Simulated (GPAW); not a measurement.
**1T-PtSe2 monolayer: simulated STM images**

Wanted: filled- and empty-state images of 1T-PtSe2 monolayer, with its work function.

Method: GPAW, PAW setups; layer in a repeated cell with vacuum, relaxation of atoms and in-plane cell, in the first sound run; inputs show where later runs differ, in GPAW 26.7.0.

Report form: the programs' logs are mostly left out.

## (1) The structure

The cell holds 3 atoms: 2 Se and 1 Pt. Cell: a = 3.750 Å, b = 3.750 Å, c = 16.268 Å, α = 90.0°, β = 90.0°, γ = 120.0°. Vacuum lies along c.

## (2) Relaxing the atoms

The atoms are relaxed first, since the surface dipole, and with it the work function, follows the positions of the outer layers.

run.py

```python
import json
import numpy as np
from ase import Atoms
from ase.filters import FrechetCellFilter
from ase.optimize import BFGS
from gpaw import GPAW, PW

slab = Atoms(
    ['Se', 'Pt', 'Se'],
    positions=[
        [1.87500, 1.08253, 7.00000],
        [0.00000, 0.00000, 8.13386],
        [-0.00000, 2.16506, 9.26772]],
    cell=[[3.75, 0.0, 0.0], [-1.875, 3.2476, 0.0], [0.0, 0.0, 16.2677]],
    pbc=[True, True, True])

slab.calc = GPAW(mode=PW(600), xc='PBE', kpts={'size': (9, 9, 1), 'gamma': True},
                 occupations={'name': 'fermi-dirac', 'width': 0.05}, nbands='160%',
                 convergence={'density': 1e-05}, maxiter=200,
                 symmetry={'tolerance': 1e-3}, txt='slab.txt')
result = {}
# The in-plane cell is free; stress needs a cell that repeats along all three vectors
path = []
opt = BFGS(FrechetCellFilter(slab, mask=[1, 1, 0, 0, 0, 1]), maxstep=0.2)
opt.attach(lambda: path.append((slab.get_potential_energy(), slab.positions.tolist(), slab.get_forces().tolist())))
result['relaxed'] = bool(opt.run(fmax=0.02, steps=45))
result['path'] = path
result['cell'] = slab.cell.tolist()
print('in-plane lattice', slab.cell.cellpar().round(4)[[0, 1, 5]])
energy = slab.get_potential_energy()
fermi = slab.calc.get_fermi_level()
v = slab.calc.get_electrostatic_potential().mean((0, 1)) - fermi
n = slab.calc.get_pseudo_density().mean((0, 1))
L = slab.cell[2, 2]
z = np.arange(len(v)) * L / len(v)
low, high = slab.positions[:, 2].min(), slab.positions[:, 2].max()
below, above = np.interp([low - 4.8, high + 4.8], z, v)
slopes = [np.interp(x, z, np.gradient(v, z)) for x in (low - 4.8, high + 4.8)]
eps = np.array([[slab.calc.get_eigenvalues(k, s) for k in range(len(slab.calc.get_ibz_k_points()))]
                for s in range(slab.calc.get_number_of_spins())]) - fermi
top, bottom = eps[eps < 0].max(), eps[eps > 0].min()
dipole = slab.get_dipole_moment()[2]
print(f'energy {energy:.4f} eV, Fermi level {fermi:.4f} eV, dipole {dipole:.5f} e A')
print(f'potential 4.8 A off the faces, from the Fermi level: lower {below:.4f} eV, upper {above:.4f} eV')
print(f'slope of the potential there: lower {slopes[0]:.5f}, upper {slopes[1]:.5f} eV/A')
print(f'nearest levels on the mesh: {top:.4f} and {bottom:.4f} eV')
print('magnetic moment', round(slab.get_magnetic_moment(), 3))
result.update(energy=energy, fermi=fermi, dipole=dipole, below=below, above=above, slopes=slopes, edges=[top, bottom],
              z=z.tolist(), v=v.tolist(), n=n.tolist(), positions=slab.positions.tolist(),
              forces=slab.get_forces(apply_constraint=False).tolist(), moments=slab.get_magnetic_moments().tolist())
json.dump(result, open('result.json', 'w'))
```

Run with:

```
$ OMP_NUM_THREADS=1 OPENBLAS_NUM_THREADS=1 python run.py
```

Wall time 5.1 min (1 thread of Arm Neoverse V2, shared host); peak memory 0.32 GiB.

This step gave:

```yaml
dipole_along_the_normal: 3.17e-4 e·Å
levels_nearest_the_fermi_level_on_the_mesh: -0.6906, 0.6624 eV from the Fermi level
```

Electrostatic potential energy of an electron (without an applied field's), less the Fermi level, planar mean against z:

```csv
z (Å),"electrostatic potential energy of an electron (without an applied field's), less the Fermi level, planar mean (eV)"
0,5.03
1,5.03
2,5.03
3,5.03
4,5.02
5,4.82
6,1.25
7,-14.0
8,-13.7
9,-8.86
10,-2.87
11,4.58
12,5.01
13,5.03
14,5.03
15,5.03
16,5.03
```

Pseudo valence density, planar mean against z:

z (Å), pseudo valence density, planar mean (e/Å³) and a bar:
```
      3.5       0.00 
      4.0       0.00 
      4.5       0.00 
      5.0       0.01 
      5.5       0.04 #
      6.0       0.16 ####
      6.5       0.29 #######
      7.0       0.31 #######
      7.5       0.57 #############
      8.0       1.28 ##############################
      8.5       0.88 #####################
      9.0       0.47 ###########
      9.5       0.20 #####
     10.0       0.27 ######
     10.5       0.09 ##
     11.0       0.02 
     11.5       0.00 
     12.0       0.00 
     12.5       0.00 
     13.0       0.00
```

The relaxation lowered the energy of the cell by 0.373 eV (energies extrapolated to zero smearing; the optimiser's log prints free energies). The largest force left on a free atom is 0.0096 eV/Å.

## (3) Plane waves, PBE

With the geometry fixed, the planar mean of the potential gives the vacuum level on each side.

This step: GPAW, PAW setups; slab in vacuum (GPAW 26.7.0).

The cell differs from the one that the last finished run ended in (c 16.268 → 16.623 Å).

run.py

```python
import json
import numpy as np
from ase import Atoms
from ase.dft.stm import STM
from gpaw import GPAW, PW

slab = Atoms(
    ['Se', 'Pt', 'Se'],
    positions=[
        [1.87323, 1.08151, 7.00000],
        [-0.00000, -0.00000, 8.31148],
        [-0.00000, 2.16302, 9.62297]],
    cell=[[3.74646, 0.0, 0.0], [-1.87323, 3.24453, 0.0], [0.0, 0.0, 16.623]],
    pbc=[True, True, False])

slab.calc = GPAW(mode=PW(400), xc='PBE', kpts={'size': (9, 9, 1), 'gamma': True},
                 occupations={'name': 'fermi-dirac', 'width': 0.05}, nbands='160%',
                 convergence={'density': 1e-05}, maxiter=200,
                 poissonsolver={'dipolelayer': 'xy'},
                 symmetry={'tolerance': 1e-3}, txt='slab.txt')
result = {}
energy = slab.get_potential_energy()
fermi = slab.calc.get_fermi_level()
v = slab.calc.get_electrostatic_potential().mean((0, 1)) - fermi
n = slab.calc.get_pseudo_density().mean((0, 1))
L = slab.cell[2, 2]
z = np.arange(len(v)) * L / len(v)
low, high = slab.positions[:, 2].min(), slab.positions[:, 2].max()
below, above = np.interp([low - 4.8, high + 4.8], z, v)
slopes = [np.interp(x, z, np.gradient(v, z)) for x in (low - 4.8, high + 4.8)]
eps = np.array([[slab.calc.get_eigenvalues(k, s) for k in range(len(slab.calc.get_ibz_k_points()))]
                for s in range(slab.calc.get_number_of_spins())]) - fermi
top, bottom = eps[eps < 0].max(), eps[eps > 0].min()
dipole = slab.get_dipole_moment()[2]
print(f'energy {energy:.4f} eV, Fermi level {fermi:.4f} eV, dipole {dipole:.5f} e A')
print(f'potential 4.8 A off the faces, from the Fermi level: lower {below:.4f} eV, upper {above:.4f} eV')
print(f'slope of the potential there: lower {slopes[0]:.5f}, upper {slopes[1]:.5f} eV/A')
print(f'nearest levels on the mesh: {top:.4f} and {bottom:.4f} eV')
print('magnetic moment', round(slab.get_magnetic_moment(), 3))
result.update(energy=energy, fermi=fermi, dipole=dipole, below=below, above=above, slopes=slopes, edges=[top, bottom],
              z=z.tolist(), v=v.tolist(), n=n.tolist(), positions=slab.positions.tolist(),
              forces=slab.get_forces(apply_constraint=False).tolist(), moments=slab.get_magnetic_moments().tolist())

# Images need the states of the whole zone, up to time reversal
slab.calc = slab.calc.fixed_density(symmetry={'point_group': False}, txt='states.txt', nbands='250%',
                                    convergence={'bands': 'CBM+1.8'})
stm = STM(slab)
result['stm'] = []
for bias in [-2.0, -1.0, 1.5]:
    height = high + 4.0
    current = stm.get_averaged_current(bias, height)
    x, y, h = stm.scan(bias, current)
    i, f = divmod(height / L * stm.ldos.shape[2], 1)
    I = abs((1 - f) * stm.ldos[:, :, int(i)] + f * stm.ldos[:, :, int(i) + 1])
    print(f'bias {bias} V: mean current at 4.0 A {current:.4e}, corrugation {np.ptp(h):.4f} A')
    result['stm'].append(dict(bias=bias, current=current, h=(h - high).tolist(), I=I.tolist()))
json.dump(result, open('result.json', 'w'))
```

Wall time 78 s (1 thread); peak memory 0.33 GiB.

This step gave:

```
dipole along the normal                    : -2.35e-4 e·Å
levels nearest the Fermi level on the mesh : -0.6916, 0.6632 eV from the Fermi level
upper work function                        : 5.037 eV
lower work function                        : 5.031 eV
corrugation -2                             : 0.2478 Å
corrugation -1                             : 0.2122 Å
corrugation 1.5                            : 0.1269 Å
upper ionisation energy                    : 5.728 eV
```

Table of electrostatic potential energy of an electron (without an applied field's), less the Fermi level, planar mean by z:

z (Å), electrostatic potential energy of an electron (without an applied field's), less the Fermi level, planar mean (eV) and a bar from the least value:
```
      0.0        5.0 ##############################
      0.5        5.0 ##############################
      1.0        5.0 ##############################
      1.5        5.0 ##############################
      2.0        5.0 ##############################
      2.5        5.0 ##############################
      3.0        5.0 ##############################
      3.5        5.0 ##############################
      4.0        5.0 ##############################
      4.5        5.0 ##############################
      5.0        4.9 ##############################
      5.5        4.5 #############################
      6.0        2.8 ###########################
      6.5       -4.1 #################
      7.0      -15.5 
      7.5       -8.2 ###########
      8.0      -11.4 ######
      8.5      -13.2 ###
      9.0       -7.6 ############
      9.5      -14.8 #
     10.0       -7.3 ############
     10.5        1.8 #########################
     11.0        4.3 #############################
     11.5        4.9 ##############################
     12.0        5.0 ##############################
     12.5        5.0 ##############################
     13.0        5.0 ##############################
     13.5        5.0 ##############################
     14.0        5.0 ##############################
     14.5        5.0 ##############################
     15.0        5.0 ##############################
     15.5        5.0 ##############################
     16.0        5.0 ##############################
     16.5        5.0 ##############################
```

Pseudo valence density, planar mean against z:

z (Å), pseudo valence density, planar mean (e/Å³) and a bar from the least value:
```
     0.00       0.00 
     0.42       0.00 
     0.83       0.00 
     1.25       0.00 
     1.87       0.00 
     2.29       0.00 
     2.70       0.00 
     3.12       0.00 
     3.53       0.00 
     3.95       0.00 
     4.36       0.00 
     4.78       0.00 
     5.40       0.02 
     5.82       0.06 ##
     6.23       0.18 #####
     6.65       0.30 ########
     7.06       0.22 ######
     7.48       0.49 ############
     7.90       0.78 ####################
     8.52       1.18 ##############################
     8.93       0.56 ##############
     9.35       0.39 ##########
     9.77       0.22 ######
    10.18       0.27 #######
    10.60       0.11 ###
    11.01       0.03 #
    11.64       0.01 
    12.05       0.00 
    12.47       0.00 
    12.88       0.00 
    13.30       0.00 
    13.71       0.00 
    14.13       0.00 
    14.55       0.00 
    15.17       0.00 
    15.58       0.00 
    16.00       0.00 
    16.42       0.00
```

Tip height over the top atom over a1 and a2. Sample bias -2 V, constant current at the mean current 4.0 Å over the top atom.

Ten even steps from '0' (3.86 Å) to '9' (4.11 Å):
```
002346677776643200
023567888887653200
235678899887653211
346789999987643222
467899999987643223
568899999886543234
678999999876533335
678999998765433345
678899887654333345
678888876544333445
667777665443333445
566666554333233345
445544433333333334
333333333333333333
222222233344333222
000122334444433221
000123455555543210
000234566666543200
```
Columns: a1 from 0 to 0.944; rows upwards: a2 from 0 to 0.944.

Local density of states summed over the bias window over a1 and a2. Sample bias -2 V, constant height 4.0 Å over the top atom.

Values in units of 1e-5 arbitrary, 12 rows by 16 columns, each cell a mean:
```
0.7 0.8 0.8 0.9 1.0 1.1 1.1 1.2 1.2 1.1 1.0 1.0 0.9 0.8 0.8 0.7
0.8 0.9 0.9 1.0 1.1 1.2 1.2 1.3 1.2 1.2 1.1 1.0 0.9 0.8 0.8 0.8
0.9 1.0 1.1 1.2 1.3 1.3 1.4 1.3 1.3 1.2 1.1 1.0 0.9 0.8 0.8 0.8
1.0 1.1 1.2 1.3 1.3 1.4 1.4 1.3 1.2 1.1 1.0 0.9 0.9 0.8 0.8 0.9
1.0 1.1 1.2 1.3 1.4 1.4 1.3 1.3 1.2 1.1 1.0 0.9 0.9 0.9 0.9 0.9
1.1 1.2 1.2 1.3 1.3 1.3 1.2 1.2 1.1 1.0 0.9 0.9 0.8 0.9 0.9 1.0
1.0 1.1 1.1 1.2 1.2 1.1 1.1 1.0 1.0 0.9 0.9 0.8 0.8 0.9 0.9 1.0
1.0 1.0 1.0 1.1 1.0 1.0 1.0 0.9 0.9 0.9 0.8 0.8 0.8 0.9 0.9 0.9
0.9 0.9 0.9 0.9 0.9 0.9 0.9 0.9 0.8 0.8 0.8 0.8 0.8 0.9 0.9 0.9
0.8 0.8 0.8 0.8 0.8 0.8 0.8 0.9 0.9 0.9 0.9 0.9 0.9 0.8 0.8 0.8
0.7 0.7 0.8 0.8 0.8 0.9 0.9 0.9 0.9 0.9 0.9 0.9 0.9 0.8 0.8 0.8
0.7 0.7 0.8 0.8 0.9 0.9 1.0 1.0 1.0 1.0 1.0 0.9 0.9 0.8 0.8 0.7
```
Columns: a1 from 0 to 0.944; rows upwards: a2 from 0 to 0.944.

Tip height over the top atom over a1 and a2. Sample bias -1 V, constant current at the mean current 4.0 Å over the top atom.

Ten even steps from '_' (3.88 Å) to '@' (4.09 Å):
```
__..::--++**############**++--::..__
..::--++**##%%%%%%%%%%##**++--::....
::--++**##%%@@@@@@@@%%##**++--::::::
--++**##%%@@@@@@@@@@%%##**++----::--
==**##%%@@@@@@@@@@@@%%##**==--------
++##%%@@@@@@@@@@@@@@%%##++==------==
**##%%@@@@@@@@@@@@%%##**++==----==++
**##%%@@@@@@@@@@%%##**++==------==++
####%%@@@@@@@@%%####**++==----==++**
**##%%%%%%%%%%##****++==------==++**
**############**++++==--------==++++
++**********++++====----------====++
==++++++++======----------------====
------------------------------------
::::::::----------========----------
......::::----====++++++====----::::
____..::----==++++****++++==----::..
____..::--==++****##****++==--::..__
```
Columns: a1 from 0 to 0.944; rows upwards: a2 from 0 to 0.944.

Local density of states summed over the bias window over a1 and a2. Sample bias -1 V, constant height 4.0 Å over the top atom.

Ten even steps from '_' (3.77 × 1e-6 arbitrary) to '@' (6.55 × 1e-6 arbitrary):
```
____..::--==++++****++++==--::..____
__..::--==++**######**++==--::..____
..::--==++####%%%%####++==--::......
::--==++##%%@@@@@@%%##++==--::......
--==++##%%@@@@@@@@%%##++==--::....::
--++**##@@@@@@@@@@##**++--::::::::::
==++##%%@@@@@@@@%%##++==--::::::::--
++**##%%@@@@@@%%##**++--::::::::::--
++**####%%%%####**++==--::::::::--==
++++**######**++++==--::::..::::--==
==++++++++++++==----::::....::::----
--==========----::::::......::::::--
------------::::::::........::::::::
::::::::::::::::::::::::::::::::::::
............::::::::::::::::::::....
______......::::::------::::::......
______....::::----====----::::....__
______..::----==++++++==----::..____
```
Columns: a1 from 0 to 0.944; rows upwards: a2 from 0 to 0.944.

[end of part 1 of 2]

[Logs are printed without paths, hosts, clocks, repeated set-up lines and the standing remarks that a program may print on its own settings, such as how far it seeks lower states.]

[Hosts, paths, dates, database ids (printed as entryN), source tags and the programs' standing remarks are cut or masked in the printed files.]
